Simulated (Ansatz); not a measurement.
# Amorphous poly(vinylidene fluoride) (as short chains C8F6H12) at 500 K (78 atoms): a short ab initio trajectory

Wanted: a short trajectory of amorphous poly(vinylidene fluoride) (as short chains C8F6H12) at 500 K (78 atoms) with its pair distributions.

Method: Kohn-Sham DFT, PBE+D3(BJ), PAW (set soft_2), plane waves, in Ansatz 0.2.0.

### 1. The starting structure

The cell holds 78 atoms: 24 C, 18 F and 36 H. Cell: a = 9.169 Å, b = 9.169 Å, c = 9.169 Å, α = 90.0°, β = 90.0°, γ = 90.0°. 3 poly(vinylidene fluoride) chains of 3 units with methyl end groups placed at random, at 1.44 g/cm³; overlaps pushed apart, then 20 ps at 800 K with MMFF94 bonds, angles, torsions, charges and radii (Halgren, J. Comput. Chem. 17, 490 (1996)) in harmonic and 12-6 forms. Snapshot after 30 ps at 500 K and fixed volume.

Before any run, some limits are plain. The network of contacts between molecules at the start is that of the classical potential that made the cell. The density was typed from a rule of thumb and may lie off the real one at this temperature. Sampling is at Γ alone, for a cell whose shortest periodic width is 9 Å.

### 2. Dynamics at 500 K

A Nosé–Hoover thermostat steers the temperature while disturbing the dynamics little. The time step is 0.5 fs, short enough for the stretching of bonds to hydrogen.

Input file input.yaml:

```yaml
crystal:
  lattice:
    - [9.16861, 0.0, 0.0]
    - [0.0, 9.16861, 0.0]
    - [0.0, 0.0, 9.16861]
  atoms:
    - { symbol: C, position: [0.19551, 0.61423, 0.1719] }
    - { symbol: C, position: [0.13047, 0.461, 0.19125] }
    - { symbol: C, position: [0.22174, 0.33361, 0.19519] }
    - { symbol: F, position: [0.30285, 0.32141, 0.06092] }
    [... 68 atom lines left out ...]
    - { symbol: H, position: [0.54295, 0.03497, 0.17611] }
    - { symbol: H, position: [0.78429, 0.80792, 0.0382] }
    - { symbol: H, position: [0.71319, 0.84233, 0.22135] }
    - { symbol: H, position: [0.62516, 0.39755, 0.20955] }
    - { symbol: H, position: [0.48689, 0.53461, 0.13527] }
    - { symbol: H, position: [0.56763, 0.56882, 0.30582] }
kpoints:
  mp_grid: { grid: [1, 1, 1] }
hamiltonian:
  xc: pbe
  dispersion: d3bj
scf:
  occupations: { method: fermi_dirac, width: 0.05 }
output:
  forces: true
md:
  timestep: 0.5
  n_steps: 200
  ensemble: nvt_nose_hoover
  temperature: 500
  initial_velocities: maxwell_boltzmann
  seed: 5327
```

Launch:

```sh
> ansatz run input.yaml --threads 4 --pin off --max-ram 8192MiB --backend cpu --events-out ev --progress --plain --runs-dir out
```

Wall time 6.7 min (4 threads of Arm Neoverse V1, shared host); peak memory 0.83 GiB; 25 min of CPU time.

The program notes that it switched symmetry off.

The trajectory, sampled:

```csv
time (fs),T (K),potential (meV/atom),conserved (meV/atom)
0.0,500,0.0,0.00
6.5,514,-1.8,0.01
13.5,462,4.9,0.01
20.0,453,6.0,-0.01
26.5,493,1.1,0.01
33.5,494,1.0,0.04
40.0,497,0.7,0.02
46.5,496,0.9,-0.01
53.5,497,0.8,-0.01
60.0,465,5.1,0.04
66.5,457,6.3,0.04
73.5,532,-3.2,0.00
80.0,532,-2.9,0.00
86.5,511,-0.1,0.03
93.5,466,6.0,0.05
100.0,518,-0.5,-0.01
```

Mean square displacement from the first frame to the last: C 0.17 Å², F 0.24 Å², H 0.46 Å².

The mean square displacement by time lag:

```csv
time lag (fs),C (Å²),F (Å²),H (Å²)
0.5,2.9e-5,2.0e-5,2.6e-4
2.5,7.0e-4,4.9e-4,0.00614
4.5,0.00216,0.00158,0.0175
6.5,0.00423,0.00322,0.0310
8.5,0.00670,0.00539,0.0445
10.5,0.00941,0.00803,0.0580
12.5,0.0122,0.0111,0.0717
14.5,0.0149,0.0146,0.0840
17.0,0.0180,0.0193,0.0943
19.0,0.0202,0.0234,0.0988
21.0,0.0223,0.0276,0.103
23.0,0.0245,0.0321,0.110
25.0,0.0267,0.0368,0.121
27.0,0.0292,0.0416,0.134
29.0,0.0319,0.0464,0.148
31.0,0.0348,0.0513,0.162
33.5,0.0389,0.0575,0.182
35.5,0.0425,0.0625,0.199
37.5,0.0461,0.0675,0.214
39.5,0.0499,0.0725,0.225
41.5,0.0537,0.0775,0.234
43.5,0.0575,0.0825,0.243
45.5,0.0614,0.0875,0.253
47.5,0.0653,0.0926,0.265
50.0,0.0703,0.0988,0.281
```

The drift taken off is the plain mean over atoms, not the centre of mass, so with hydrogen in the cell the heavy atoms' values at short lags are too large.

Over the second half of 100 fs the temperature averages 495 K with swings of 28 K r.m.s. The conserved energy stays within 0.07 meV/atom. From first frame to last H has the largest mean square displacement, 0.46 Å² at the end; the farthest move is 1.17 Å. The run spans 0.10 ps, too short for its means to be equilibrium values.

### 3. Structure statistics late in the run

The g(r) is a mean over the second half; what follows it is taken at the last frame.

Density 1.44 g/cm³, 9.881 Å³ an atom.

Mean of 14 frames. g(r), total and by pair (bins of 0.2 Å):

```csv
r (Å),total,H-H,H-C,H-F,C-C,C-F,F-F
1.00,1.66,0.00,5.85,0.00,0.00,0.00,0.00
1.20,1.35,0.00,4.75,0.00,0.00,0.03,0.00
1.40,1.14,0.00,0.00,0.00,2.29,6.50,0.00
1.60,0.83,0.71,0.00,0.00,7.11,0.00,0.00
1.80,0.73,3.33,0.00,0.07,0.05,0.00,0.00
2.00,0.50,0.46,1.12,0.35,0.00,0.00,0.16
2.20,1.41,0.49,2.87,1.00,0.00,0.74,3.07
2.40,1.16,0.90,0.18,1.81,0.11,3.57,0.25
2.60,1.16,1.03,0.35,2.59,2.05,0.36,0.73
2.80,0.93,0.78,0.96,1.37,0.59,0.72,0.79
3.00,1.04,1.04,1.09,0.99,0.01,1.64,1.19
3.20,0.98,0.81,0.86,1.46,0.50,1.17,0.72
3.40,0.87,0.76,0.78,1.38,0.33,0.88,0.67
3.60,0.75,0.69,0.81,0.85,0.20,0.88,0.84
3.80,0.85,0.90,0.78,0.87,0.55,1.10,0.72
4.00,0.89,0.91,0.91,0.86,1.09,0.84,0.48
4.20,0.95,0.93,1.07,0.82,1.08,0.68,1.52
4.40,0.96,1.12,1.01,0.82,0.80,0.86,1.28
```

Bonds by pair of elements; cutoffs follow the first minimum of g(r), held within bounds set by covalent radii, and pairs that aren't listed don't count as bonded:

```csv
pair A-B,cutoff (Å),bonds,mean length (Å),spread (Å),shortest (Å),B about A,A about B
H-C,1.34,36,1.09,0.03,1.02,1,1.5
C-C,1.85,21,1.54,0.05,1.45,1.75,1.75
C-F,1.62,18,1.41,0.041,1.33,0.75,1
```

How many atoms have how many bonded neighbours:

```csv
element,mean,1,4
C,4,0,24
F,1,18,0
H,1,36,0
```

Bond angles (no mean is given where the spread exceeds 20°):

```csv
angle,count,mean (°),spread (°)
C-C-H,54,109,5
C-C-F,36,108,4.6
H-C-H,27,107,5.8
C-C-C,18,117,4.3
F-C-F,9,104,3
```

By these cutoffs all C atoms have 4, all F atoms have 1 and all H atoms have 1 bonded neighbour. The C-C-H angle averages 109° with a spread of 5°.

### 4. Single point at the last frame

The last frame is solved once more, with the analyses that the dynamics left out.

Input file input.yaml:

```yaml
crystal:
  lattice:
    - [9.16861, 0.0, 0.0]
    - [0.0, 9.16861, 0.0]
    - [0.0, 0.0, 9.16861]
  atoms:
    - { symbol: C, position: [0.17547, 0.61344, 0.19065] }
    - { symbol: C, position: [0.12367, 0.45123, 0.20394] }
    - { symbol: C, position: [0.22782, 0.3301, 0.19669] }
    - { symbol: F, position: [0.31606, 0.34107, 0.07369] }
    [... 68 atom lines left out ...]
    - { symbol: H, position: [0.43599, 0.03696, 0.11207] }
    - { symbol: H, position: [0.78333, 0.84448, 0.07527] }
    - { symbol: H, position: [0.67078, 0.82787, 0.23621] }
    - { symbol: H, position: [0.68675, 0.41755, 0.26845] }
    - { symbol: H, position: [0.52034, 0.49361, 0.1817] }
    - { symbol: H, position: [0.57933, 0.58267, 0.33577] }
kpoints:
  mp_grid: { grid: [1, 1, 1] }
hamiltonian:
  xc: pbe
  dispersion: d3bj
scf:
  occupations: { method: fermi_dirac, width: 0.05 }
output:
  forces: true
  stress: true
  populations: intrinsic
  dos:
    method: { smearing: { sigma: 0.08 } }
    de: 0.1
    projected: { site_lists: { C: [C], F: [F], H: [H] } }
  eigenvalues: true
  write_density: true
  write_potential: true
  volumetric_format: npy
  elf: true
```

Run time: 6.2 s. Hardware: 4 threads; peak memory 0.8 GiB; 23 s of CPU time.

The program notes that the exchange-correlation potential is rough where the density is thin.

The run gave:

```yaml
free_energy: -21144.2857 eV
free_energy_per_atom: -271.0806 eV/atom
scf_cycles: 9
pressure: 0.02987 GPa
r_m_s_force_component: 0.9015 eV/Å
longest_force: 4.313 eV/Å
fermi_energy: 1.808 eV
spacing_of_highest_filled_and_lowest_empty_level: 6.237 eV
```

Length of the force by element:

```csv
element,coordination,atoms,mean length of the force (eV/Å),spread,least,most
C,all,24,1.96,0.925,0.640,4.31
F,all,18,1.20,0.581,0.156,2.86
H,all,36,1.00,0.507,0.336,2.73
```

Intrinsic-atomic-orbital charges by element:

```csv
element,coordination,atoms,mean charge (e),spread,least,most
C,all,24,-0.0637,0.496,-0.586,0.586
F,all,18,-0.309,0.022,-0.345,-0.268
H,all,36,0.197,0.0141,0.165,0.223
```

States in the cell by windows of 1 eV, zero at the Fermi level; the larger projections on atomic orbitals stand beside the total:

```csv
from (eV),to (eV),total,F p,C p,H s,C s
-14,-13,0.4,0.0,0.1,0.1,0.2
-13,-12,8.0,1.8,1.7,1.2,2.6
-12,-11,8.6,3.1,1.7,1.2,1.9
-11,-10,9.2,3.8,2.1,1.2,1.4
-10,-9,21.0,11.2,7.3,0.8,0.3
-9,-8,18.5,7.6,8.0,1.8,0.7
-8,-7,18.4,7.2,7.4,2.9,0.6
-7,-6,21.9,10.7,7.3,3.5,0.2
-6,-5,45.0,28.0,11.0,5.1,0.4
-5,-4,30.6,16.3,9.8,3.8,0.3
-4,-3,16.8,5.6,8.0,2.9,0.2
-3,-2,0.1,0.0,0.0,0.0,0.0
-2,3,0.0,0.0,0.0,0.0,0.0
3,4,5.9,0.5,1.7,1.8,0.6
4,5,17.0,1.9,6.7,3.5,1.2
```

The curve was stored every 0.100 eV, coarse against its broadening of 0.08 eV, so these counts are rough.

Between -26 and -14 eV lie 40 more states.

The stored curve holds about 238 of the 258 electrons; the rest, give or take the few that broadening carries across the Fermi level, lie in deeper levels below its range.

The levels nearest the highest filled one (over half full), pooled over k-points and spins:

```csv
level less the highest filled one (eV),occupation
-0.747,2
-0.592,2
-0.333,2
-0.293,2
-0.182,2
0,2
6.24,0
6.76,0
7.01,0
7.21,0
7.37,0
7.38,0
```

Mean intrinsic-atomic-orbital charges: C -0.06, F -0.31, H +0.20 e.

1 further run on a deliberately doubtful input is not shown.

### 5. What came out

- mean temperature, second half: 495.5 K
- temperature swing, second half: 28.01 K
- slope of the conserved energy against time, by least squares: 0.1053 meV/atom/ps
- free energy per atom: -271.0806 eV/atom
- pressure: 0.02987 GPa
- r.m.s. force component: 0.9015 eV/Å
- gap (highest filled to lowest empty level): 6.237 eV
- wall time of the 2 DFT runs: 6.8 min

**Reading.** Over the second half of 100 fs the temperature averages 495 K with swings of 28 K r.m.s. The conserved energy stays within 0.07 meV/atom. The run spans 0.10 ps, too short for its means to be equilibrium values. With the cutoffs above, all C atoms have 4, all F atoms have 1 and all H atoms have 1 bonded neighbour. The highest filled and lowest empty levels differ by 6.24 eV (at Γ alone); a semilocal functional tends to put such gaps too low. In a disordered cell it changes from sample to sample, and tail or defect levels can set it.

Caveats: The network of contacts between molecules at the start is that of the classical potential that made the cell; DFT moved the atoms only locally, and no bond changed. The pressure of a single frame lacks the kinetic term, about 0.69 GPa here.

[Logs are printed without paths, hosts, clocks, repeated set-up lines and the standing remarks that a program may print on its own settings, such as how far it seeks lower states.]

[Hosts, paths, dates, database ids (printed as entryN), source tags and the programs' standing remarks are cut or masked in the printed files.]

[The MMFF94 radii named for the starting cell were scaled by 0.96; in molecules described by MMFF94, hydrogen bound to N, O or S took a small fixed 12-6 site in their place.]
